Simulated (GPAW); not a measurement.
## How Os absorbs and reflects light

Aim: the dielectric function of Os, and the optical constants that follow from it.

Calculated with GPAW 26.7.0; DFT, PBE, plane-wave PAW (GPAW data sets), scalar-relativistic, RPA, optical limit.

## (1) Set-up

It takes space group P6_3/mmc (No. 194, hexagonal). Conventional cell: a = 2.734 Å, b = 2.734 Å, c = 4.320 Å, α = 90.00°, β = 90.00°, γ = 120.00°. Nearest to Os lie 12 Os at 2.68 to 2.73 Å.

## (2) Ground state

The self-consistent density comes first; it also tells whether there is a gap, which decides the occupations and the need for a Drude term.

This step: DFT, PBE, plane-wave PAW (GPAW data sets), scalar-relativistic, ground state (GPAW 26.7.0).

Input file gs.py:

```python
from ase import Atoms
from ase.dft.bandgap import bandgap
from gpaw import GPAW, PW, FermiDirac

atoms = Atoms(['Os', 'Os'],
              cell=[[2.734100000008, 0.000000000000, 0.000000000000],
                    [-1.367050000004, 2.367800056494, 0.000000000000],
                    [0.000000000000, 0.000000000000, 4.319700000000]],
              scaled_positions=[[0.666666666667, 0.333333333333, 0.750000000000],
                                [0.333333333333, 0.666666666667, 0.250000000000]],
              pbc=[True, True, True])
atoms.calc = GPAW(mode=PW(400), xc='PBE', kpts={'size': (9, 9, 5), 'gamma': True},
                  occupations=FermiDirac(0.05), maxiter=150, txt='gs.txt')
print('energy (eV)', atoms.get_potential_energy())
print('Fermi level (eV)', atoms.calc.get_fermi_level())
print('valence electrons', atoms.calc.get_number_of_electrons())
print('gap (eV)', bandgap(atoms.calc, output=None)[0])
print('direct gap (eV)', bandgap(atoms.calc, direct=True, output=None)[0])
atoms.calc.write('gs.gpw')
```

Command:

```sh
$ OMP_NUM_THREADS=1 python gs.py
```

Numbers of over 12 decimals in the logs are rounded to 6 here.

Log:

```text
__  _  _
 | _ |_)|_||  |
 |__||  | ||/\| - 26.7.0

Versions:
  Python: 3.12.14
  ASE:    3.29.0
  Numpy:  2.5.5
  Scipy:  1.18.1
  Libxc:  7.0.0

Input parameters:
  mode=PW(ecut=400.0),
  kpts=MonkhorstPack(size=(9, 9, 5), gamma=True),
  maxiter=150,
  occupations=Occupations(name='fermi-dirac', width=0.05, fixmagmom=False),
  xc=XC(name='PBE')

Diagonalizing LCAO Hamiltonian
Converting LCAO to pw mode

          Os

        Os

Atoms  # Å, Bohr magnetons
|   | symbol |         x |        y |        z |    initial magnetic moments |
| 0 |     Os |  1.367050 | 0.789267 | 3.239775 | ( 0.0000,  0.0000,  0.0000) |
| 1 |     Os | -0.000000 | 1.578533 | 1.079925 | ( 0.0000,  0.0000,  0.0000) |

Unit cell  # Å
| periodic |         x |        y |        z |  lengths |     angles |
|      yes |  2.734100 | 0.000000 | 0.000000 | 2.734100 |  90.000000 |
|      yes | -1.367050 | 2.367800 | 0.000000 | 2.734100 |  90.000000 |
|      yes |  0.000000 | 0.000000 | 4.319700 | 4.319700 | 120.000000 |

Number of symmetries: 12
Symmetry operations  # r_c * U_cc + t_c -> r_c
|    | kind |            matrix            |
|  0 |  σ   |  1, 1, 0,  0,-1, 0,  0, 0, 1 |
|  1 |  S6  |  1, 1, 0, -1, 0, 0,  0, 0,-1 |
|  2 |  E   |  1, 0, 0,  0, 1, 0,  0, 0, 1 |
|  3 |  C2  |  1, 0, 0, -1,-1, 0,  0, 0,-1 |
|  4 |  C2  |  0, 1, 0,  1, 0, 0,  0, 0,-1 |
|  5 |  C3  |  0, 1, 0, -1,-1, 0,  0, 0, 1 |
|  6 |  S6  |  0,-1, 0,  1, 1, 0,  0, 0,-1 |
|  7 |  σ   |  0,-1, 0, -1, 0, 0,  0, 0, 1 |
|  8 |  σ   | -1, 0, 0,  1, 1, 0,  0, 0, 1 |
|  9 |  i   | -1, 0, 0,  0,-1, 0,  0, 0,-1 |
| 10 |  C3  | -1,-1, 0,  1, 0, 0,  0, 0, 1 |
| 11 |  C2  | -1,-1, 0,  0, 1, 0,  0, 0,-1 |

BZ-sampling:
  Number of BZ points: 405
  Number of IBZ points: 50

  Monkhorst-Pack size: [9, 9, 5]
  Monkhorst-Pack shift: [0, 0, 0]

K-points  # in reciprocal-cell coordinates
|     |                                coordinates |     weight |
|   0 | (  0.00000000,   0.00000000,   0.00000000) | 0.00246914 |
|   1 | (  0.00000000,   0.00000000,   0.20000000) | 0.00493827 |
|   2 | (  0.00000000,   0.00000000,   0.40000000) | 0.00493827 |
|   3 | (  0.11111111,   0.00000000,  -0.40000000) | 0.01481481 |
|   4 | (  0.11111111,   0.00000000,  -0.20000000) | 0.01481481 |
|   5 | (  0.11111111,   0.00000000,   0.00000000) | 0.01481481 |
|   6 | (  0.11111111,   0.00000000,   0.20000000) | 0.01481481 |
|   7 | (  0.11111111,   0.00000000,   0.40000000) | 0.01481481 |
|   8 | (  0.22222222,  -0.11111111,   0.00000000) | 0.01481481 |
|   9 | (  0.22222222,  -0.11111111,   0.20000000) | 0.02962963 |
| ... |                                            |            |
|  49 | (  0.44444444,   0.44444444,   0.40000000) | 0.02962963 |

Plane wave coefficients: 537
Cutoff: 400.0 eV

Spin-components: 1 (collinear spins)
Bands:           21
Projectors:      12
Spin-degeneracy: 2
Datatype:        complex128

Parallelization:
  kpt:    1
  domain: 1
  band:   1

Density:
  Valence electrons: 28.0
  Components: 1
  Grid points: [14 14 20]
  Charge: 0.0  # |e|

Potential:
  Grid points: [14 14 20]

species:
  Os:
    name:    Osmium
    id:
    Z:       76.0
    valence: 14
    core:    62
    charge:  0.0  # [|e|]
    compensation charges:
      type: gauss
      rc: 0.39  # [Å]
      lmax: 2
    cutoffs:
      filter: 2.36  # [Å]
      core: 2.55  # [Å]
    projectors
    | kind |    occ | energy [eV] | rcut [Å] |
    |   6s |  2.000 |      -6.125 |    1.349 |
    |   5p |  6.000 |     -50.878 |    1.397 |
    |   6p |  0.000 |      -1.276 |    1.397 |
    |   5d |  6.000 |      -6.274 |    1.244 |
    |    s |        |      21.086 |    1.349 |
    |    d |        |      20.938 |    1.244 |

    Using partial waves for Os as LCAO basis

Reference energy: -937847.914077  # eV

eigensolver:
  PPCG
  Converge bands: occupied
  niter=2

density mixing:
  MSR1-Mixer
  Pratt-step length: 0.05
  Maximum mixing coefficient: 0.75
  Old densities: 10
  SVD Regularization: 0.005
  Good broyden scale: 1.0
  Trust region scale: 1.0
  Backstep threshold: 4.0
  History deletion threshold: 6.0
  Fourier metric: weight=20.0, sigma=0.015

occupation numbers:
  Fermi-Dirac:
    width: 0.0500  # eV

poisson solver:
  ecut: 3200.0  # eV

xc functional:
  name: PBE with 2 nearest neighbor stencil

convergence criteria:
- Maximum [total energy] change in last 3 cyles: 0.0005 eV / valence electron
- Maximum integral of absolute [dens]ity change: 0.0001 electrons / valence electron
- Maximum integral of absolute [eigenst]ate change: 4e-08 eV^2 / valence electron
maximum number of iterations: 150

SCF iterations
|iter     |      energy | eigst |  dens |
|iter:   1||  -22.726639 | +0.24 |       |
|iter:   2||  -22.657532 | -2.19 | -1.26 |
|iter:   3||  -22.328571 | -1.72 | -1.30 |
|iter:   4||  -22.336957 | -2.91 | -2.07 |
|iter:   5||  -22.342930 | -2.97 | -2.38 |
|iter:   6||  -22.343001c| -4.87 | -3.50 |
|iter:   7||  -22.343004c| -5.60 | -3.81 |
|iter:   8||  -22.343004c| -6.53 | -4.52c|
|iter:   9||  -22.343004c| -7.53c| -5.19c|

Converged in 9 steps
SCF loop duration: 9.062 s (1.007 s/step)
Energy contributions relative to reference atoms: (reference = -937847.914077)

Energy contributions:
  Kinetic:          10.076681
  Coulomb:         -11.348387
  Zero:             -0.448810
  External:          0.000000
  Xc:              -20.617577
  Entropy:          -0.009824
  Spinorbit:         0.000000
  ----------------------------
  Free energy:     -22.347916
  Extrapolated:    -22.343004

dipole moment: (-0.000001, -0.000001, -0.000002)  # |e|*Ang

Fermi level: 15.992
Eigenvalues  # (at kpt = [0.000, 0.000, 0.000])
| band index |      eig [eV] | occ [0-2] |
|          0 |       -30.897 |     2.000 |
|        ... |               |           |
|          8 |        12.748 |     2.000 |
|          9 |        12.748 |     2.000 |
|         10 |        13.014 |     2.000 |
|         11 |        13.588 |     2.000 |
|         12 |        13.588 |     2.000 |
|         13 |        14.251 |     2.000 |
|         14 |        14.251 |     2.000 |
|         15 |        15.832 |     1.923 |
|         16 |        17.495 |     0.000 |
|         17 |        17.495 |     0.000 |
|         18 |        24.896 |     0.000 |
|         19 |        29.379 |     0.000 |
|         20 |        33.213 |     0.000 |

No gap
No difference between direct/indirect transitions

--- standard output ---
energy (eV) -22.343004
Fermi level (eV) 15.992085
valence electrons 28.0
gap (eV) 0.0
direct gap (eV) 0.0
```

The job ended after 11 s (1 thread of Arm Neoverse V1, shared host; peak memory 0.13 GiB).

Read-outs, printed or worked out from the files:

* energy: -22.34 eV
* Fermi energy: 15.99 eV
* electrons: 28

There are states at the Fermi level within the smearing, so the occupations stay smeared and the carriers get a Drude term.

## (3) Bands for the response

At the fixed density, many empty bands are solved on the mesh of the response, since the spectrum sums over them.

This step: DFT, PBE, plane-wave PAW (GPAW data sets), scalar-relativistic, bands at fixed density (GPAW 26.7.0).

Input file nscf.py:

```python
from ase.dft.bandgap import bandgap
from gpaw import GPAW, FermiDirac

calc = GPAW('gs.gpw').fixed_density(kpts={'size': (24, 24, 12), 'gamma': True}, nbands=37, convergence={'bands': 31},
                                    occupations=FermiDirac(0.05), txt='nscf.txt')
print('gap (eV)', bandgap(calc, output=None)[0])
print('direct gap (eV)', bandgap(calc, direct=True, output=None)[0])
print('top band over the Fermi level (eV)', min(calc.get_eigenvalues(kpt=k)[30] for k in range(len(calc.get_ibz_k_points()))) - calc.get_fermi_level())
calc.write('full.gpw', mode='all')
```

Command:

```sh
$ OMP_NUM_THREADS=1 python nscf.py
```

Log:

```text
Diagonalizing LCAO Hamiltonian
Converting LCAO to pw mode
convergence criteria:
- Maximum integral of absolute [eigenst]ate change: 4e-08 eV^2 / valence electron
maximum number of iterations: 150

SCF iterations
|iter     |      energy | eigst |  dens |
|iter:   1||             | +2.68 |       |
|iter:   2||             | +0.74 |       |
|iter:   3||             | -0.58 |       |
|iter:   4||             | -1.79 |       |
|iter:   5||             | -2.91 |       |
|iter:   6||             | -4.25 |       |
|iter:   7||             | -5.20 |       |
|iter:   8||             | -5.90 |       |
|iter:   9||             | -6.56 |       |
|iter:  10||             | -7.13 |       |
|iter:  11||             | -7.58c|       |
SCF steps: 11
  __  _  _
 | _ |_)|_||  |
 |__||  | ||/\| - 26.7.0

Versions:
  Python: 3.12.14
  ASE:    3.29.0
  Numpy:  2.5.5
  Scipy:  1.18.1
  Libxc:  7.0.0

Input parameters:
  mode=PW(ecut=400.0),
  convergence={'bands': 31},
  gpts=array([14, 14, 20]),
  kpts=MonkhorstPack(size=(24, 24, 12), gamma=True),
  maxiter=150,
  nbands=37,
  occupations=Occupations(name='fermi-dirac', width=0.05, fixmagmom=False),
  parallel={},
  xc=XC(name='PBE')

--- standard output ---
gap (eV) 0.0
direct gap (eV) 0.0
top band over the Fermi level (eV) 28.472437
```

Elapsed: 4 min, on 1 thread; peak memory 0.41 GiB.

## (4) Dielectric function, RPA

Local fields let the induced charge screen the field inside the cell, which as a rule lowers ε, most along directions where the density is uneven.

This step: DFT, PBE, plane-wave PAW (GPAW data sets), scalar-relativistic, RPA, optical limit (GPAW 26.7.0).

Input file df.py:

```python
from gpaw.response.df import DielectricFunction

df = DielectricFunction('full.gpw', frequencies={'type': 'nonlinear', 'domega0': 0.03, 'omega2': 8},
                        ecut=30,
                        eta=0.1,
                        nbands=31,
                        rate=0.03,
                        txt='df.txt')
for direction in ['x', 'z']:
    df.get_dielectric_function(xc='RPA', direction=direction, filename=f'df_{direction}.csv')
```

Command:

```sh
$ OMP_NUM_THREADS=1 python df.py
```

Log:

```text
Using integrator: PointIntegrator
NonLinearFrequencyDescriptor(from 0.000 to 81.130 eV, 521 points)
Nonperiodic BCs:  [False False False]
Using integrator: PointIntegrator
NonLinearFrequencyDescriptor(from 0.000 to 81.130 eV, 521 points)
Nonperiodic BCs:  [False False False]
Using integrator: PointIntegrator

Calculating chi0 body with:
    Ground state adapter containing:
    Number of spins: 1
    Number of kpoints: 6912
    Number of irreducible kpoints: 667
    Number of completely occupied states: 12
    Number of partially occupied states: 16

    Linear response parametrization:
    q_c: [0.0, 0.0, 0.0]
    Number of frequency points: 521
    Planewave cutoff: 30.0
    Number of bands: 31
    Number of planewaves: 9
    Broadening (eta): 0.1

Integrating chi0 body.

Symmetries of q_c:
    Direct symmetries (Uq -> q): 12
    Indirect symmetries (TUq -> q): 0
In total 12 allowed symmetries.

667 groups of equivalent kpoints. 90.350116% reduction.

Integral kind: spectral function

Calculating chi0 optical extensions with:
    Ground state adapter containing:
    Number of spins: 1
    Number of kpoints: 6912
    Number of irreducible kpoints: 667
    Number of completely occupied states: 12
    Number of partially occupied states: 16

    Linear response parametrization:
    Number of frequency points: 521
    Planewave cutoff: 30.0
    Number of bands: 31
    Number of planewaves: 9
    Broadening (eta): 0.1
Integrating chi0 head and wings.

Symmetries of q_c:
    Direct symmetries (Uq -> q): 12
    Indirect symmetries (TUq -> q): 0
In total 12 allowed symmetries.

667 groups of equivalent kpoints. 90.350116% reduction.

Integral kind: spectral function wings

Calculating drude chi0 with:
    Number of frequency points:521
    Plasma frequency decay rate: 0.03 eV

    Ground state adapter containing:
    Number of spins: 1
    Number of kpoints: 6912
    Number of irreducible kpoints: 667
    Number of completely occupied states: 12
    Number of partially occupied states: 16

Symmetries of q_c:
    Direct symmetries (Uq -> q): 12
    Indirect symmetries (TUq -> q): 0
In total 12 allowed symmetries.

667 groups of equivalent kpoints. 90.350116% reduction.

Integral kind: intraband
Plasma frequency:
[[7.56+0.j 0.  +0.j 0.  +0.j]
 [0.  +0.j 7.56+0.j 0.  +0.j]
 [0.  +0.j 0.  +0.j 7.26-0.j]]
```

Wall time 48 s (1 thread); peak memory 0.22 GiB.

Read-outs, printed or worked out from the files:

```
main peak of the optical conductivity above 1 eV, first axis : 2.886 eV
```

Some rows of df_x.csv (energy; Re and Im without local fields; Re and Im with them):

```text
0.000000, 63602.116094, 0.000000, 63602.091926, 0.000000
0.651243, -112.286334, 22.534048, -112.322090, 22.514311
1.347938, -5.701802, 7.018772, -5.714911, 7.014271
2.095014, 21.413785, 13.271760, 21.413405, 13.262766
2.898142, 5.321819, 41.575762, 5.345168, 41.811429
3.763875, -3.271666, 26.329205, -3.543936, 26.355124
4.699832, -12.028496, 15.293006, -11.988462, 15.101747
5.714917, -7.039191, 8.082030, -6.979061, 8.000061
6.819608, -5.283733, 5.363990, -5.281773, 5.361761
8.026317, -2.513632, 2.976595, -2.522095, 2.979939
9.349861, -0.582343, 3.333566, -0.575615, 3.338663
10.808071, -0.876193, 4.299980, -0.881879, 4.379649
12.422601, -0.789636, 2.644285, -0.929704, 2.726774
14.220012, -0.244804, 1.965517, -0.341707, 1.918309
16.233242, 1.180816, 2.133574, 1.018812, 2.000218
18.503643, -0.800636, 3.535473, -0.620856, 3.403571
21.083856, -1.105565, 1.253529, -1.086210, 1.231787
24.041937, -0.510401, 0.760742, -0.492352, 0.748170
27.467452, -0.134240, 0.330514, -0.132322, 0.314045
```

The Im ε has structure finer than the step of the table below, so its rows give means over 1 eV, whole bins alone (the curve runs from 0.305 to 28.4 eV). Peaks (eV: height): E ∥ x 2.9: 42.2; E ∥ z 0.9: 37.2, 2.7: 38.0.

The Im ε by photon energy; means over each step:

| photon energy (eV) | E ∥ x | E ∥ z |
| --- | --- | --- |
| 1 | 14.4 | 34.4 |
| 2 | 14.6 | 19.4 |
| 3 | 35.8 | 27.8 |
| 4 | 25.4 | 16.7 |
| 5 | 12.5 | 15.5 |
| 6 | 7.47 | 7.15 |
| 7 | 4.56 | 4.79 |
| 8 | 3.16 | 3.20 |
| 9 | 3.27 | 3.77 |
| 10 | 3.78 | 4.09 |
| 11 | 3.99 | 4.04 |
| 12 | 2.69 | 3.18 |
| 13 | 2.29 | 2.48 |
| 14 | 2.04 | 2.59 |
| 15 | 1.76 | 2.14 |
| 16 | 1.86 | 2.56 |
| 17 | 3.00 | 3.10 |
| 18 | 3.29 | 2.72 |
| 19 | 3.00 | 2.66 |
| 20 | 1.87 | 1.85 |
| 21 | 1.27 | 1.44 |
| 22 | 1.04 | 1.13 |
| 23 | 0.822 | 0.658 |
| 24 | 0.766 | 0.530 |
| 25 | 0.632 | 0.547 |
| 26 | 0.443 | 0.393 |
| 27 | 0.369 | 0.392 |

Re ε against photon energy:

| photon energy (eV) | E ∥ x | E ∥ z |
| --- | --- | --- |
| 1 | -35.5 | -23.4 |
| 2 | 18.6 | 3.34 |
| 3 | 1.11 | -8.78 |
| 4 | -5.37 | -2.40 |
| 5 | -10.8 | -6.81 |
| 6 | -6.25 | -6.48 |
| 7 | -5.27 | -4.42 |
| 8 | -2.59 | -1.54 |
| 9 | -1.10 | -0.554 |
| 10 | -0.687 | 0.334 |
| 11 | -1.36 | -1.31 |
| 12 | -1.23 | -1.10 |
| 13 | -0.677 | -0.753 |
| 14 | -0.503 | -0.617 |
| 15 | -0.0623 | 0.0586 |
| 16 | 0.748 | 0.493 |
| 17 | 0.539 | -0.550 |
| 18 | -0.276 | -0.681 |
| 19 | -1.33 | -1.06 |
| 20 | -1.58 | -1.51 |
| 21 | -1.12 | -1.11 |
| 22 | -0.876 | -1.11 |
| 23 | -0.656 | -0.833 |
| 24 | -0.503 | -0.509 |
| 25 | -0.524 | -0.368 |
| 26 | -0.323 | -0.251 |
| 27 | -0.195 | -0.0957 |
| 28 | -0.0311 | 0.00514 |

The reflectivity at normal incidence has structure finer than the step of the table below, so its rows give means over 1 eV, whole bins alone (the curve runs from 0.305 to 28.4 eV). Peaks (eV: height): E ∥ x 4.5: 68.5, 11.3: 41.8, 20.3: 47.0, 25.6: 43.2; E ∥ z 2.9: 65.5, 5.6: 66.7, 10.8: 41.0, 12.7: 38.9, 14.2: 31.6, 22.7: 54.7.

Table of reflectivity at normal incidence by photon energy; means over each step:

| photon energy (eV) | E ∥ x (%) | E ∥ z (%) |
| --- | --- | --- |
| 1 | 82.6 | 78.0 |
| 2 | 43.7 | 53.4 |
| 3 | 61.5 | 61.2 |
| 4 | 63.5 | 54.2 |
| 5 | 67.2 | 59.8 |
| 6 | 62.3 | 62.4 |
| 7 | 60.5 | 55.8 |
| 8 | 48.1 | 40.4 |
| 9 | 33.3 | 31.2 |
| 10 | 30.0 | 28.3 |
| 11 | 37.1 | 35.8 |
| 12 | 35.8 | 33.5 |
| 13 | 31.1 | 31.0 |
| 14 | 26.6 | 27.0 |
| 15 | 20.4 | 20.5 |
| 16 | 12.8 | 19.4 |
| 17 | 19.4 | 26.1 |
| 18 | 26.8 | 29.3 |
| 19 | 36.4 | 33.4 |
| 20 | 44.1 | 42.1 |
| 21 | 43.4 | 40.3 |
| 22 | 41.6 | 45.8 |
| 23 | 40.1 | 51.3 |
| 24 | 36.3 | 45.2 |
| 25 | 39.6 | 37.7 |
| 26 | 40.0 | 38.3 |
| 27 | 35.6 | 28.9 |

The loss function −Im 1/ε at q → 0 has structure finer than the step of the table below, so its rows give means over 1 eV, whole bins alone (the curve runs from 0.305 to 28.4 eV). Peaks (eV: height): E ∥ z 28.0: 3.29.

Loss function −Im 1/ε at q → 0 against energy loss; means over each step:

| energy loss (eV) | E ∥ x | E ∥ z |
| --- | --- | --- |
| 1 | 0.0286 | 0.0178 |
| 2 | 0.0387 | 0.0452 |
| 3 | 0.0267 | 0.0358 |
| 4 | 0.0355 | 0.0582 |
| 5 | 0.0476 | 0.0531 |
| 6 | 0.0738 | 0.0764 |
| 7 | 0.104 | 0.120 |
| 8 | 0.200 | 0.241 |
| 9 | 0.280 | 0.258 |
| 10 | 0.261 | 0.247 |
| 11 | 0.223 | 0.232 |
| 12 | 0.310 | 0.288 |
| 13 | 0.389 | 0.370 |
| 14 | 0.466 | 0.375 |
| 15 | 0.563 | 0.464 |
| 16 | 0.475 | 0.385 |
| 17 | 0.312 | 0.319 |
| 18 | 0.302 | 0.349 |
| 19 | 0.280 | 0.327 |
| 20 | 0.321 | 0.347 |
| 21 | 0.440 | 0.442 |
| 22 | 0.557 | 0.441 |
| 23 | 0.732 | 0.580 |
| 24 | 0.894 | 0.951 |
| 25 | 0.979 | 1.23 |
| 26 | 1.46 | 1.82 |
| 27 | 2.18 | 2.38 |

Table of refractive index n and extinction k by photon energy:

| photon energy (eV) | n, E ∥ x | k, E ∥ x | n, E ∥ z | k, E ∥ z |
| --- | --- | --- | --- | --- |
| 1 | 0.965 | 6.03 | 3.07 | 5.73 |
| 2 | 4.49 | 1.27 | 2.82 | 2.15 |
| 3 | 4.40 | 4.27 | 3.18 | 4.35 |
| 4 | 3.34 | 4.07 | 2.69 | 3.11 |
| 5 | 1.66 | 3.69 | 2.48 | 3.60 |
| 6 | 1.37 | 2.85 | 1.31 | 2.86 |
| 7 | 0.939 | 2.48 | 1.08 | 2.36 |
| 8 | 0.833 | 1.81 | 0.996 | 1.59 |
| 9 | 1.09 | 1.51 | 1.28 | 1.48 |
| 10 | 1.31 | 1.55 | 1.45 | 1.33 |
| 11 | 1.26 | 1.72 | 1.08 | 1.58 |
| 12 | 0.885 | 1.42 | 1.03 | 1.47 |
| 13 | 0.902 | 1.22 | 0.895 | 1.25 |
| 14 | 0.869 | 1.12 | 1.11 | 1.36 |
| 15 | 0.903 | 0.937 | 1.01 | 0.982 |
| 16 | 1.15 | 0.755 | 1.21 | 0.985 |
| 17 | 1.35 | 1.13 | 1.16 | 1.37 |
| 18 | 1.20 | 1.31 | 1.02 | 1.31 |
| 19 | 1.01 | 1.53 | 0.984 | 1.43 |
| 20 | 0.667 | 1.42 | 0.665 | 1.40 |
| 21 | 0.527 | 1.18 | 0.583 | 1.20 |
| 22 | 0.513 | 1.07 | 0.499 | 1.17 |
| 23 | 0.433 | 0.919 | 0.313 | 0.965 |
| 24 | 0.447 | 0.838 | 0.324 | 0.784 |
| 25 | 0.390 | 0.822 | 0.414 | 0.735 |
| 26 | 0.343 | 0.664 | 0.328 | 0.599 |
| 27 | 0.337 | 0.556 | 0.402 | 0.507 |
| 28 | 0.375 | 0.414 | 0.393 | 0.386 |

At chosen wavelengths:

| wavelength (nm) | n x | k x | R (%) x | 1/α x | n z | k z | R (%) z | 1/α z |
| --- | --- | --- | --- | --- | --- | --- | --- | --- |
| 800 | 2.51 | 1.721 | 34.4 | 37 nm | 3.26 | 4.413 | 65.4 | 14 nm |
| 633 | 4.34 | 1.214 | 42.1 | 41 nm | 2.56 | 2.349 | 43.8 | 21 nm |
| 532 | 5.64 | 1.990 | 53.1 | 21 nm | 4.47 | 2.180 | 48.4 | 19 nm |
| 450 | 5.30 | 3.849 | 61.1 | 9.3 nm | 4.44 | 4.226 | 62.6 | 8.5 nm |
| 405 | 4.27 | 4.239 | 62.7 | 7.6 nm | 3.00 | 4.130 | 63.7 | 7.8 nm |
| 308 | 3.32 | 4.116 | 62.7 | 6.0 nm | 2.68 | 3.110 | 53.8 | 7.9 nm |
| 248 | 1.66 | 3.689 | 67.8 | 5.4 nm | 2.48 | 3.602 | 60.4 | 5.5 nm |

In reflection the computed colour is faintly blue: x = 0.284, y = 0.302, luminous reflectivity 49 %.

## (5) Outcome

```json
{"main peak of the optical conductivity above 1 eV, first axis": "2.89 eV"}
```

**Reading.** At this level (PBE, RPA) Os is a metal; it reflects 51 % at 550 nm for E ∥ x. In reflection the computed colour is faintly blue: x = 0.284, y = 0.302, luminous reflectivity 49 %. The carriers' damping of 0.03 eV is typed, not computed; it shapes the response at the lowest energies. Spin-orbit coupling is left out although heavy atoms are present. The sum runs over mesh points, so small or evenly spaced maxima can still be ripples of the mesh. The curves end at 28 eV, about where the summed bands run out. In this version of GPAW the matrix elements of the optical limit are incomplete, which can lower ε − 1 by up to a tenth where first-row anions or d states rule, and shift it by more in d metals. GPAW's carrier term has the form −ωp²/(ω + i·rate)², which damps like twice the rate and fails at low energy, so the curves leave the lowest energies out.

[Machine, clock and banner lines and Python warnings are left out of the logs.]

[Logs are printed without paths, hosts, clocks, repeated set-up lines and the standing remarks that a program may print on its own settings, such as how far it seeks lower states.]

[Hosts, paths, dates, database ids (printed as entryN), source tags and the programs' standing remarks are cut or masked in the printed files.]
